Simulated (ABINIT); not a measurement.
**BiOCl (P4/nmm): G0W0 with and without spin-orbit coupling**

Aim: spinor G0W0 for BiOCl (P4/nmm) beside the scalar-relativistic result.

Calculated with ABINIT 10.8.3; PBEsol and many-body steps on it, plane waves.

**Experimental background.**

- Gap 3.44 eV: optical gap from Tauc plot; UV-vis diffuse reflectance; powder (hydrothermal powder) (“Synergistic Piezo-Photocatalysis of BiOCl/NaNbO3 Heterojunction Piezoelectric Composite for High-Efficient Organic Pollutant Degradation”, 2022, pmc:8839476).

- Gap 3.36 eV: optical gap from Kubelka-Munk/Tauc analysis; UV-vis diffuse reflectance; powder (solvothermal hierarchical microspheres made without additive) (“Hydrothermal Crystallization of Bismuth Oxychlorides (BiOCl) Using Different Shape Control Reagents”, 2021, pmc:8123882).

This is a report of a sequence of runs, with most program output left out.

## 1. The structure

Symmetry: P4/nmm, No. 129, tetragonal system. Conventional cell: a = 3.886 Å, b = 3.886 Å, c = 7.349 Å, α = 90.00°, β = 90.00°, γ = 90.00°. Nearest to Bi lie 4 O at 2.31 Å and 4 Cl at 3.06 Å. Cl has 4 Bi at 3.06 Å nearest. O has 4 Bi at 2.31 Å nearest. Farther neighbours and most contacts between anions are not listed.

The cell and positions come from the Crystallography Open Database and are kept as given unless a step says otherwise. Spin-orbit coupling is left out unless a step names it.

## 2. Empty states on the mesh, 4×4×2 mesh, 88 bands

This step: ABINIT 10.8.3; DFT, PBEsol, plane waves, norm-conserving pseudopotentials.

The sums over transitions need many empty states on a uniform mesh; this step solves for them.

File run.abi:

```
acell 3*1.0 Angstrom
rprim 
  3.885510000000 0.000000000000 0.000000000000
  0.000000000000 3.885510000000 0.000000000000
  0.000000000000 0.000000000000 7.348900000000
ntypat 3
znucl 83 17 8
natom 6
typat 1 1 2 2 3 3
xred 
  0.500000000000 0.000000000000 0.329040000000
  0.000000000000 0.500000000000 0.670960000000
  0.000000000000 0.500000000000 0.147200000000
  0.500000000000 0.000000000000 0.852800000000
  0.000000000000 0.000000000000 0.500000000000
  0.500000000000 0.500000000000 0.500000000000
pp_dirpath "pseudos"
pseudos "Bi.upf, Cl.upf, O.upf"
ecut 42
ngkpt 4 4 2
nshiftk 1
shiftk 0 0 0
kptopt 1
chksymbreak 0
iscf -2
irdden 1
istwfk *1
nband 88
nbdbuf 8
tolwfr 1e-09
nstep 60
prtvol 0
indata_prefix "in"
outdata_prefix "out"
tmpdata_prefix "tmp"
```

On the command line:

```
> OMP_NUM_THREADS=1 mpirun -n 4 abinit run.abi > log
```

Elapsed: 88 s, on 4 MPI ranks of Arm Neoverse V1, shared host; peak memory 0.5 GiB; 5.9 min of CPU time.

This step gave:

```
gap                                                           : 2.623 eV
k of the valence top                                          : 0.5, 0, 0.5
k of the conduction bottom                                    : 0, 0, 0.5
least direct gap                                              : 2.927 eV
k points computed                                             : 12
lowest point of the top converged band, above the valence top : 25.51 eV
```

On this mesh the gap is 2.623 eV.

The density comes from a self-consistent run that is not shown.

## 3. Screening, 4×4×2 mesh, 80 bands, screening to 81.6 eV

The RPA dielectric matrix is built and inverted for each q.

This step: RPA screening on PBEsol, plane waves, norm-conserving pseudopotentials.

Edit run.abi of step 2 so:

```diff
@@ -24,10 +24,11 @@
 chksymbreak 0
-iscf -2
-irdden 1
 istwfk *1
-nband 88
-nbdbuf 8
-tolwfr 1e-09
-nstep 60
-prtvol 0
+occopt 1
+irdwfk 1
+optdriver 3
+nband 80
+ecuteps 3
+inclvkb 0
+awtr 1
+symchi 1
 indata_prefix "in"
```

Run time: 74 s. Hardware: 4 MPI ranks; peak memory 2.3 GiB; 4.9 min of CPU time.

This step gave:

```yaml
eps_infinity_with_local_fields_on_this_mesh_along_the_program_s_q_direction: 6.986
the_same_without_local_fields: 7.897
plasma_frequency: 29.91 eV
plane_waves_in_the_screening_matrix: 179
```

Local fields lower ε∞ by 12 %. On a Γ-centred mesh this coarse the value itself is usually too large, while a short band sum pulls it down.

## 4. Scalar-relativistic

The self-energy is evaluated for the states that the input lists, and the levels follow from it, in one-shot runs by the linearised quasiparticle equation.

This step: G0W0 on PBEsol, plane waves, norm-conserving pseudopotentials.

Edit run.abi of step 3 so:

```diff
@@ -27,8 +27,19 @@
 irdwfk 1
-optdriver 3
+optdriver 4
 nband 80
+gwcalctyp 0
+ecutsigx 42
+symsigma 1
+nkptgw 3
+kptgw 
+  0.5000000000 0.0000000000 0.5000000000
+  0.0000000000 0.0000000000 0.5000000000
+  0.0000000000 0.0000000000 0.0000000000
+bdgw 
+  35 38
+  35 38
+  35 38
 ecuteps 3
-inclvkb 0
-awtr 1
-symchi 1
+irdscr 1
+ppmodel 1
 indata_prefix "in"
```

Run time: 17 s. Hardware: 4 MPI ranks; peak memory 2.3 GiB; 67 s of CPU time.

Numbers from this step:

```
G0W0 gap on the points computed              : 3.717 eV
starting gap on the mesh                     : 2.623 eV
k of the valence top                         : 0.5, 0, 0.5
k of the conduction bottom                   : 0, 0, 0.5
Z at the valence top                         : 0.796
Z at the conduction bottom                   : 0.838
least direct G0W0 gap on the computed points : 3.849 eV
```

The gap on the mesh goes from 2.62 eV to 3.72 eV, a correction of +1.09 eV.

## 5. Empty states on the mesh, 4×4×2 mesh, 176 bands

This step: DFT, PBEsol with spin-orbit coupling, plane waves, norm-conserving pseudopotentials.

Edit run.abi of step 4 so:

```diff
@@ -19,2 +19,3 @@
 ecut 42
+nspinor 2
 ngkpt 4 4 2
@@ -24,22 +25,10 @@
 chksymbreak 0
+iscf -2
+irdden 1
 istwfk *1
-occopt 1
-irdwfk 1
-optdriver 4
-nband 80
-gwcalctyp 0
-ecutsigx 42
-symsigma 1
-nkptgw 3
-kptgw 
-  0.5000000000 0.0000000000 0.5000000000
-  0.0000000000 0.0000000000 0.5000000000
-  0.0000000000 0.0000000000 0.0000000000
-bdgw 
-  35 38
-  35 38
-  35 38
-ecuteps 3
-irdscr 1
-ppmodel 1
+nband 176
+nbdbuf 16
+tolwfr 1e-09
+nstep 60
+prtvol 0
 indata_prefix "in"
```

It took 11 min on 4 MPI ranks; peak memory 1 GiB; 44 min of CPU time.

Numbers from this step:

```
gap                                                           : 2.329 eV
k of the valence top                                          : 0.5, 0, 0.5
k of the conduction bottom                                    : 0, 0, 0.5
least direct gap                                              : 2.606 eV
k points computed                                             : 12
lowest point of the top converged band, above the valence top : 25.52 eV
```

On this mesh the gap is 2.329 eV.

The density comes from a self-consistent run that is not shown, made with spin-orbit coupling and fully relativistic files.

## 6. Screening, 4×4×2 mesh, 160 bands, screening to 81.6 eV

This step: RPA screening on PBEsol with spin-orbit coupling, plane waves, norm-conserving pseudopotentials.

Edit run.abi of step 5 so:

```diff
@@ -25,10 +25,11 @@
 chksymbreak 0
-iscf -2
-irdden 1
 istwfk *1
-nband 176
-nbdbuf 16
-tolwfr 1e-09
-nstep 60
-prtvol 0
+occopt 1
+irdwfk 1
+optdriver 3
+nband 160
+ecuteps 3
+inclvkb 0
+awtr 1
+symchi 1
 indata_prefix "in"
```

The job ended after 13 min (4 MPI ranks; peak memory 8.2 GiB).

This step gave:

```
ε∞ with local fields, on this mesh, along the program's q direction : 7.618
the same without local fields                                       : 8.620
plasma frequency                                                    : 29.91 eV
plane waves in the screening matrix                                 : 179
```

## 7. With spin-orbit coupling

This step: G0W0 on PBEsol with spin-orbit coupling, plane waves, norm-conserving pseudopotentials.

Edit run.abi of step 6 so:

```diff
@@ -28,8 +28,19 @@
 irdwfk 1
-optdriver 3
+optdriver 4
 nband 160
+gwcalctyp 0
+ecutsigx 42
+symsigma 0
+nkptgw 3
+kptgw 
+  0.5000000000 0.0000000000 0.5000000000
+  0.0000000000 0.0000000000 0.5000000000
+  0.0000000000 0.0000000000 0.0000000000
+bdgw 
+  69 76
+  69 76
+  69 76
 ecuteps 3
-inclvkb 0
-awtr 1
-symchi 1
+irdscr 1
+ppmodel 1
 indata_prefix "in"
```

Elapsed: 4.5 min, on 4 MPI ranks; peak memory 7.4 GiB.

Numbers from this step:

```yaml
g0w0_gap_on_the_points_computed: 3.381 eV
starting_gap_on_the_mesh: 2.329 eV
k_of_the_valence_top: 0.5, 0, 0.5
k_of_the_conduction_bottom: 0, 0, 0.5
z_at_the_valence_top: 0.792
z_at_the_conduction_bottom: 0.832
least_direct_g0w0_gap_on_the_computed_points: 3.545 eV
```

Against G0W0 in ABINIT (4×4×2 mesh, 80 bands, screening to 81.6 eV, Godby-Needs plasmon pole), the gap moves by −0.336 eV.

## 8. Side by side

Times are wall times on 4 MPI ranks of Arm Neoverse V1, shared host, good to a factor of about two. A run's time includes the screening step that it read.

```csv
run,mesh,bands,screening cutoff (eV),DFT gap (eV),gap on the mesh (eV),direct (eV),ε∞ used,time
scalar-relativistic,4×4×2,80,81.6,2.623,3.717,3.849,6.99,90 s
with spin-orbit coupling,4×4×2,160,81.6,2.329,3.381,3.545,7.62,18 min
```

## 9. What came out

| Quantity | Value |
| --- | --- |
| scalar-relativistic | 3.717 eV |
| with spin-orbit coupling | 3.381 eV |
| known limits | not at the basis limit; screening head approximate; no spin-orbit coupling in some runs; coarse k mesh |

What this shows: With spin-orbit coupling: −0.336 eV against scalar-relativistic, −0.294 eV of it in the start. Against experiment, by with spin-orbit coupling: the gap of 3.38 eV lies −0.06 eV from the measured 3.44 eV (optical, 2022); the gap of 3.38 eV lies +0.02 eV from the measured 3.36 eV (optical, 2021). An exciton line or allowed optical edge lies below the quasiparticle gap by the binding energy; a forbidden edge can push the onset above it. These are gaps on the mesh, at modest bands and cutoff. The calculation has static nuclei and no excitons; a measured gap holds zero-point and thermal motion, which mostly lowers it. Bands and cutoff are finite, so the gap is not at the basis limit. The miss can reach some tenths of an eV and take either sign; the mesh is an error of its own. In the G0W0 runs levels were corrected at 3 k points alone, so a gap called «on the mesh» is the least over those, and an edge elsewhere would be missed. The 4×4×2 mesh is coarse for this cell, which bears on the long-range parts of exchange and screening. Where an edge is built on 6p states of lead, bismuth or thallium, scalar-relativistic gaps usually stand too wide, by a few tenths to over one eV. The long-wavelength limit of the screening leaves out the non-local commutator, which shifts ε∞.

[Paths, hosts, dates, memory and timing lines, banners, echoed tables and standing remarks are left out of the program output.]

[Logs are printed without paths, hosts, clocks, repeated set-up lines and the standing remarks that a program may print on its own settings, such as how far it seeks lower states.]

[Runs of the session that timed out or met a known fault of the program may be left out.]

[Hosts, paths, dates, database ids (printed as entryN), source tags and the programs' standing remarks are cut or masked in the printed files.]

[G0W0 gaps are taken among the corrected bands and points alone; a level outside them can change the order at an edge.]

[Where Ansatz stands beside ABINIT at settings called matched, ABINIT's density can come from a denser mesh and the files from another edition; pairs whose starting gaps differed by over 0.03 eV were left out, so agreement reads better than it is.]
